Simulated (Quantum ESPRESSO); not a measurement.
# λ and ρ(T) of Mo (Im-3m) from pw.x, ph.x and EPW, part 3 of 4

Aim: the electron–phonon coupling and the phonon-limited resistivity of Mo (Im-3m), by Wannier interpolation to fine meshes.

Quantum ESPRESSO 7.5; DFT LDA, scalar-relativistic, plane waves, PseudoDojo 0.4.1 norm-conserving pseudopotentials.

So far, coupling constant λ: step 8 (coupling and Tc: fine k 20×20×20, q 10×10×10, width 0.15 …) 0.438.

## Step 9: Resistivity: fine k 24×24×24, q 12×12×12, adaptive width, window 0.32 eV

The Boltzmann equation is solved by iteration on a fine mesh; only states within the window around the Fermi level enter.

Input file bte-1.in:

```
--
 &inputepw
    prefix='x',
    outdir='./tmp',
    dvscf_dir='./save',
    elph=.true.,
    etf_mem=1,
    nbndsub=9,
    bands_skipped='exclude_bands = 1-4',
    use_ws=.true.,
    vme='wannier',
    asr_typ='crystal',
    nk1=12,
    nk2=12,
    nk3=12,
    nq1=6,
    nq2=6,
    nq3=6,
    amass(1)=95.95,
    epwwrite=.false.,
    epwread=.true.,
    wannierize=.false.,
    nkf1=24,
    nkf2=24,
    nkf3=24,
    nqf1=12,
    nqf2=12,
    nqf3=12,
    mp_mesh_k=.true.,
    scattering=.true.,
    iterative_bte=.true.,
    epmatkqread=.false.,
    assume_metal=.true.,
    int_mob=.false.,
    carrier=.false.,
    ngaussw=-99,
    mob_maxiter=200,
    broyden_beta=0.7,
    fsthick=0.32,
    degaussw=0.0,
    nstemp=6,
    temps=150 200 273 300 400 500,
    restart=.false.,
    selecqread=.false.,
 /
```

Started as:

```console
> OMP_NUM_THREADS=1 mpirun -n 16 epw.x -nk 16 -in bte-1.in > bte-1.out
```

The program printed:

```text
[the first part of the log is left out]
     =============================================================================================
     Start solving iterative Boltzmann Transport Equation
     =============================================================================================
     Iteration number:         1
     =============================================================================================
       Temp     Fermi        DOS        Population SR                 Conductivity
        [K]      [eV]    [states/Ry] [carriers per cell]               [Ohm.cm]^-1
     =============================================================================================
      150.000  22.0439   0.15818E+01  -0.13656E-13    0.278342E+06    0.315974E-11   -0.990557E-12
                                       0.15432E-13    0.376184E-12    0.278342E+06    0.890245E-12
                                      -0.20206E-13   -0.149266E-11    0.379919E-11    0.278342E+06
      200.000  22.0424   0.55665E+01   0.85478E-14    0.219440E+06   -0.189059E-13   -0.146712E-11
                                      -0.21086E-14    0.114092E-11    0.219440E+06    0.157997E-11
                                      -0.77629E-15   -0.129824E-11    0.356735E-11    0.219440E+06
      273.000  22.0404   0.12352E+02   0.61061E-15    0.168775E+06    0.805609E-12    0.401432E-12
                                       0.64948E-14   -0.213784E-11    0.168775E+06    0.300928E-12
                                       0.42188E-14   -0.636533E-12    0.112848E-12    0.168775E+06
      300.000  22.0396   0.10875E+02  -0.71905E-15    0.155642E+06   -0.485873E-12    0.291719E-12
                                       0.49873E-15    0.102190E-11    0.155642E+06    0.131656E-12
                                      -0.48850E-14   -0.147525E-12   -0.445122E-12    0.155642E+06
      400.000  22.0365   0.12555E+02   0.12195E-14    0.120028E+06    0.178010E-11    0.909444E-12
                                      -0.55511E-15   -0.312977E-12    0.120028E+06   -0.206496E-12
                                      -0.17382E-14    0.134173E-11   -0.136407E-11    0.120028E+06
      500.000  22.0329   0.77840E+01  -0.99920E-15    0.968724E+05    0.143999E-12    0.328944E-12
                                      -0.11102E-15    0.392421E-12    0.968724E+05   -0.711373E-12
                                      -0.68348E-15    0.878294E-12   -0.988007E-12    0.968724E+05
                                                      0.278342E+06    Max error
     [...]
     Iteration number:        25
     =============================================================================================
       Temp     Fermi        DOS        Population SR                 Conductivity
        [K]      [eV]    [states/Ry] [carriers per cell]               [Ohm.cm]^-1
     =============================================================================================
      150.000  22.0439   0.15818E+01   0.72719E-14    0.288484E+06   -0.664500E-12    0.152976E-11
                                       0.68279E-14   -0.307170E-12    0.288484E+06   -0.349833E-11
                                      -0.10436E-13   -0.694738E-13   -0.173031E-11    0.288484E+06
      200.000  22.0424   0.55665E+01   0.68851E-14    0.226791E+06    0.154235E-11    0.156830E-12
                                      -0.24425E-14   -0.393072E-11    0.226791E+06    0.286499E-11
                                       0.88558E-15    0.311018E-13    0.119103E-11    0.226791E+06
      273.000  22.0404   0.12352E+02  -0.69380E-14    0.173934E+06    0.357352E-12   -0.432388E-12
                                       0.71618E-14   -0.946669E-12    0.173934E+06    0.122879E-11
                                      -0.22031E-15   -0.119450E-11    0.630068E-12    0.173934E+06
      300.000  22.0396   0.10875E+02   0.61062E-15    0.160243E+06   -0.500567E-13   -0.200521E-12
                                       0.69389E-14   -0.520256E-12    0.160243E+06    0.363523E-12
                                       0.31104E-14    0.589023E-12    0.144097E-12    0.160243E+06
      400.000  22.0365   0.12555E+02  -0.44062E-15    0.123246E+06   -0.166137E-12    0.501742E-12
                                       0.47722E-14    0.351866E-12    0.123246E+06   -0.501546E-12
                                       0.37591E-14   -0.176321E-14   -0.160652E-12    0.123246E+06
      500.000  22.0329   0.77840E+01  -0.16653E-14    0.992935E+05   -0.876727E-13    0.285353E-12
                                       0.77716E-15    0.178676E-12    0.992935E+05    0.281140E-13
                                       0.35909E-15   -0.109713E-12   -0.407506E-13    0.992935E+05
                                                      0.519503E-06    Max error
```

Run time: 12 min. Hardware: 16 MPI ranks of Arm Neoverse V1, shared host.

This step gave:

```
iterations           : 25
resistivity at 300 K : 6.240 μΩ cm
```

Resistivity, by row:

```csv
T (K),rho_xx (μΩ cm),rho_yy,rho_zz,"relaxation-time approximation, mean of the axes (μΩ cm)"
150,3.466,3.466,3.466,3.566
200,4.409,4.409,4.409,4.557
273,5.749,5.749,5.749,5.953
300,6.24,6.24,6.24,6.465
400,8.114,8.114,8.114,8.415
500,10.07,10.07,10.07,10.46
```

ρ(300 K) = 6.24 μΩ cm; the relaxation-time start gave 6.46. One mesh does not show convergence. The largest adaptive width printed is 0.70 eV, against a window of 0.32 eV outside which no state is counted.

## Step 10: Resistivity, input with a fault, fine q mesh 8×8×8, fine mesh 8×8×8

A variant of the settings follows.

bad.in, as its differences from bte-1.in of step 9:

```diff
@@ -22,8 +22,8 @@
     wannierize=.false.,
-    nkf1=24,
-    nkf2=24,
-    nkf3=24,
-    nqf1=12,
-    nqf2=12,
-    nqf3=12,
+    nkf1=8,
+    nkf2=8,
+    nkf3=8,
+    nqf1=8,
+    nqf2=8,
+    nqf3=8,
     mp_mesh_k=.true.,
```

Started as:

```console
> OMP_NUM_THREADS=1 mpirun -n 16 epw.x -nk 16 -in bad.in > bad.out
```

The program printed:

```text
[the first part of the log is left out]
     =============================================================================================
     Start solving iterative Boltzmann Transport Equation
     =============================================================================================
     Iteration number:         1
     =============================================================================================
       Temp     Fermi        DOS        Population SR                 Conductivity
        [K]      [eV]    [states/Ry] [carriers per cell]               [Ohm.cm]^-1
     =============================================================================================
      150.000  21.8200   0.25517E-01   0.23037E-14    0.176911E+07   -0.189741E-10   -0.611730E-11
                                      -0.58842E-13    0.193503E-10    0.176911E+07    0.290850E-10
                                      -0.65725E-13    0.322996E-10    0.190588E-10    0.176911E+07
      200.000  21.8264   0.43036E-04  -0.22204E-15    0.120509E+07   -0.319485E-10   -0.566120E-11
                                      -0.16653E-14   -0.649503E-11    0.120509E+07   -0.625052E-11
                                      -0.61284E-13    0.144445E-10    0.481484E-11    0.120509E+07
      273.000  21.8360   0.27483E-08  -0.21094E-13    0.738176E+06   -0.552955E-11   -0.112472E-10
                                      -0.14932E-12   -0.584301E-11    0.738176E+06    0.151843E-10
                                      -0.40856E-13   -0.922845E-11    0.185572E-11    0.738176E+06
      300.000  21.8396   0.75535E-10  -0.34917E-13    0.629836E+06    0.152345E-10    0.123318E-10
                                      -0.28699E-13    0.154351E-10    0.629836E+06   -0.240742E-11
                                      -0.32419E-13    0.421299E-11    0.166513E-10    0.629836E+06
      400.000  21.8525   0.00000E+00  -0.66613E-14    0.386610E+06    0.337290E-11   -0.781158E-11
                                      -0.42188E-13    0.648249E-11    0.386610E+06    0.203126E-11
                                       0.20428E-13    0.132910E-11    0.634456E-11    0.386610E+06
      500.000  21.8635   0.00000E+00  -0.74385E-14    0.270949E+06    0.268327E-11   -0.247012E-11
                                      -0.63061E-13    0.255789E-11    0.270949E+06    0.137925E-11
                                       0.35527E-14    0.178049E-11   -0.323497E-11    0.270949E+06
                                                      0.176911E+07    Max error
     [...]
     Iteration number:        27
     =============================================================================================
       Temp     Fermi        DOS        Population SR                 Conductivity
        [K]      [eV]    [states/Ry] [carriers per cell]               [Ohm.cm]^-1
     =============================================================================================
      150.000  21.8200   0.25517E-01  -0.84488E-13    0.179742E+07   -0.175290E-10   -0.344813E-11
                                       0.16886E-12   -0.169272E-10    0.179742E+07   -0.242059E-10
                                      -0.16342E-12   -0.201622E-10   -0.217671E-10    0.179742E+07
      200.000  21.8264   0.43036E-04   0.88818E-15    0.122444E+07   -0.975508E-11   -0.279988E-10
                                      -0.22204E-15   -0.303436E-11    0.122444E+07   -0.628187E-11
                                      -0.14655E-13   -0.631948E-11    0.952938E-11    0.122444E+07
      273.000  21.8360   0.27483E-08  -0.14433E-13    0.749953E+06    0.125387E-13    0.169209E-10
                                      -0.12779E-12    0.125387E-13    0.749953E+06    0.335409E-11
                                       0.53291E-13   -0.170024E-10   -0.225696E-11    0.749953E+06
      300.000  21.8396   0.75535E-10  -0.21538E-13    0.639886E+06    0.200619E-11    0.151969E-10
                                      -0.29421E-13    0.221934E-11    0.639886E+06   -0.675834E-11
                                       0.55511E-13    0.102817E-10   -0.102817E-10    0.639886E+06
      400.000  21.8525   0.00000E+00   0.35527E-14    0.392544E+06   -0.283374E-11   -0.123506E-11
                                       0.11102E-14   -0.278358E-11    0.392544E+06    0.765485E-11
                                       0.44409E-15   -0.514085E-11    0.564240E-11    0.392544E+06
      500.000  21.8635   0.00000E+00   0.11102E-13    0.275077E+06   -0.318482E-11   -0.289643E-11
                                      -0.21094E-13   -0.168018E-11    0.275077E+06    0.539162E-12
                                       0.33307E-13   -0.975508E-11    0.569255E-11    0.275077E+06
                                                      0.704546E-06    Max error
```

Wall time 2.1 min (16 MPI ranks); 33 min of CPU time.

Numbers from this step:

| Item | Value |
| --- | --- |
| iterations | 27 |
| resistivity at 300 K | 1.563 μΩ cm |

Resistivity, by row:

```csv
T (K),rho_xx (μΩ cm),rho_yy,rho_zz,"relaxation-time approximation, mean of the axes (μΩ cm)"
150,0.5564,0.5564,0.5564,0.6136
200,0.8167,0.8167,0.8167,0.8947
273,1.333,1.333,1.333,1.454
300,1.563,1.563,1.563,1.702
400,2.547,2.547,2.547,2.77
500,3.635,3.635,3.635,3.944
```

This input has a fine mesh far too coarse, and its ρ(300 K) = 1.56 μΩ cm is no result.

For the resistivity at 300 K, step 9 gave 6.24 μΩ cm; this run, with fine q mesh 8×8×8 and fine mesh 8×8×8, gives 1.56 μΩ cm (-75 %).

## Step 11: Coupling and Tc: fine k 32×32×32, q 16×16×16, width 0.1 eV, window 0.41 eV

The sum is repeated with other meshes, delta width and window to test it.

Input file a2f-2.in:

```
--
 &inputepw
    prefix='x',
    outdir='./tmp',
    dvscf_dir='./save',
    elph=.true.,
    etf_mem=1,
    nbndsub=9,
    bands_skipped='exclude_bands = 1-4',
    use_ws=.true.,
    vme='wannier',
    asr_typ='crystal',
    nk1=12,
    nk2=12,
    nk3=12,
    nq1=6,
    nq2=6,
    nq3=6,
    amass(1)=95.95,
    epwwrite=.false.,
    epwread=.true.,
    wannierize=.false.,
    nkf1=32,
    nkf2=32,
    nkf3=32,
    nqf1=16,
    nqf2=16,
    nqf3=16,
    mp_mesh_k=.true.,
    ephwrite=.true.,
    eliashberg=.true.,
    liso=.true.,
    limag=.true.,
    tc_linear=.true.,
    tc_linear_solver='lapack',
    fsthick=0.41,
    degaussw=0.1,
    degaussq=0.5,
    nqstep=500,
    muc=0.13,
    wscut=0.3,
    nsiter=500,
    nstemp=7,
    temps=0.5 1.0 2.0 4.0 8.0 16.0 32.0,
 /
```

Started as:

```console
> OMP_NUM_THREADS=1 mpirun -n 16 epw.x -nk 16 -in a2f-2.in > a2f-2.out
```

The program printed:

```text
[the first part of the log is left out]
            Electron smearing (eV) =    0.100000000000000D+00
                 Fermi window (eV) =    0.410000000000000D+00
     Finish writing .ephmat files
     ===================================================================
     Memory usage:  VmHWM =        81Mb
                   VmPeak =       688Mb
     ===================================================================
     Finish writing dos file x.dos
     Finish writing phdos files x.phdos and x.phdos_proj
     ===================================================================
     Solve isotropic Eliashberg equations
     ===================================================================
     Finish reading freq file
                  Fermi level (eV) =     2.2024002608E+01
     DOS(states/spin/eV/Unit Cell) =     3.3700665632E-01
            Electron smearing (eV) =     1.0000000000E-01
                 Fermi window (eV) =     4.1000000000E-01
     Nr irreducible k-points within the Fermi shell =       239 out of       897
           2 bands within the Fermi window
     Finish reading egnv file
     Max nr of q-points =      1272
     Finish reading ikmap files
     Start reading .ephmat files
     Finish reading .ephmat files
     a2f file is not found to estimate initial gap: calculating a2f files
     Finish reading a2f file
     Electron-phonon coupling strength =    0.5288464
     Estimated Tc using McMillan expression =   2.6584 K for muc =   0.1300
     Estimated Tc using Allen-Dynes modified McMillan expression =   2.7090 K
     Estimated Tc using SISSO machine learning model =   2.7786 K
     Estimated w_log =  23.8594 meV
     Estimated BCS superconducting gap using McMillan Tc =   0.4032 meV
     WARNING WARNING WARNING
     The code may crash since tempsmax =   32.000 K is larger than McMillan Tc =     2.658 K
     Start: Solving (isotropic) linearized Eliashberg equation with solver = lapack
     For the first Temp.    0.50  K
       Total number of frequency points nsiw(     1) =   1108
       Cutoff frequency wscut =     0.3001
     Superconducting transition temp. Tc is the one which has Max. eigenvalue close to 1
      -----------------------------------------------------------------
             Temp.       Max.         nsiw     wscut    Nr. of iters
             (K)       eigenvalue    (itemp)   (eV)      to Converge
      -----------------------------------------------------------------
             0.50      1.8212188     1108      0.3001        1
             1.00      1.5499216      554      0.3002        1
             2.00      1.2803292      277      0.3005        1
             4.00      1.0134507      139      0.3021        1
             8.00      0.7500243       69      0.3010        1
            16.00      0.4939288       35      0.3075        1
            32.00      0.2506598       17      0.3032        1
      -----------------------------------------------------------------
     Finish: Solving (isotropic) linearized Eliashberg equation
```

Run time: 35 min. Hardware: 16 MPI ranks.

Numbers from this step:

```yaml
coupling_constant_lambda: 0.5288
log_mean_phonon_energy_omega_log: 23.86 meV
density_of_states_at_the_fermi_level: 0.3370 states/eV a spin and cell
fermi_level_on_the_fine_mesh: 22.02 eV
```

A2F against phonon energy; read off at these points:

```csv
phonon energy (meV),a2F
1.0,0
2.0,0.00105
3.0,8.5e-4
4.0,3.3e-4
5.0,0.00150
6.0,0.00431
7.0,0.00703
8.0,0.00473
9.0,0.00330
10.0,0.00941
11.0,0.0148
12.0,0.00795
13.0,0.0195
14.0,0.0256
15.0,0.0346
16.0,0.0208
17.0,0.0470
18.0,0.0812
19.0,0.119
20.0,0.334
21.0,0.331
22.0,0.527
23.0,0.578
24.0,0.718
24.4,0.734
25.0,0.541
26.0,0.568
27.0,0.298
28.0,0.337
29.0,0.299
30.0,0.398
30.3,0.414
31.0,0.414
32.0,0.336
33.0,0.283
34.0,0.0904
35.0,0.00948
36.0,8.2e-5
37.0,0
```

Tc lies where the eigenvalue is 1; mu* = 0.13. Eigenvalue against temperature:

```csv
T (K),largest eigenvalue of the linearised gap equation
0.5,1.821
1,1.55
2,1.28
4,1.013
8,0.75
16,0.4939
32,0.2507
```

λ = 0.529 and ħω_log = 23.9 meV, against 0.438 and 23.8 with fine k 20×20×20, q 10×10×10, width 0.15 eV (+21 % in λ). The eigenvalue passes 1 near 4.1 K.

(Continued in part 4 of 4.)

[The logs of pw.x and epw.x are selected lines.]

[Logs are printed without paths, hosts, clocks, repeated set-up lines and the standing remarks that a program may print on its own settings, such as how far it seeks lower states.]

[Hosts, paths, dates, database ids (printed as entryN), source tags and the programs' standing remarks are cut or masked in the printed files.]
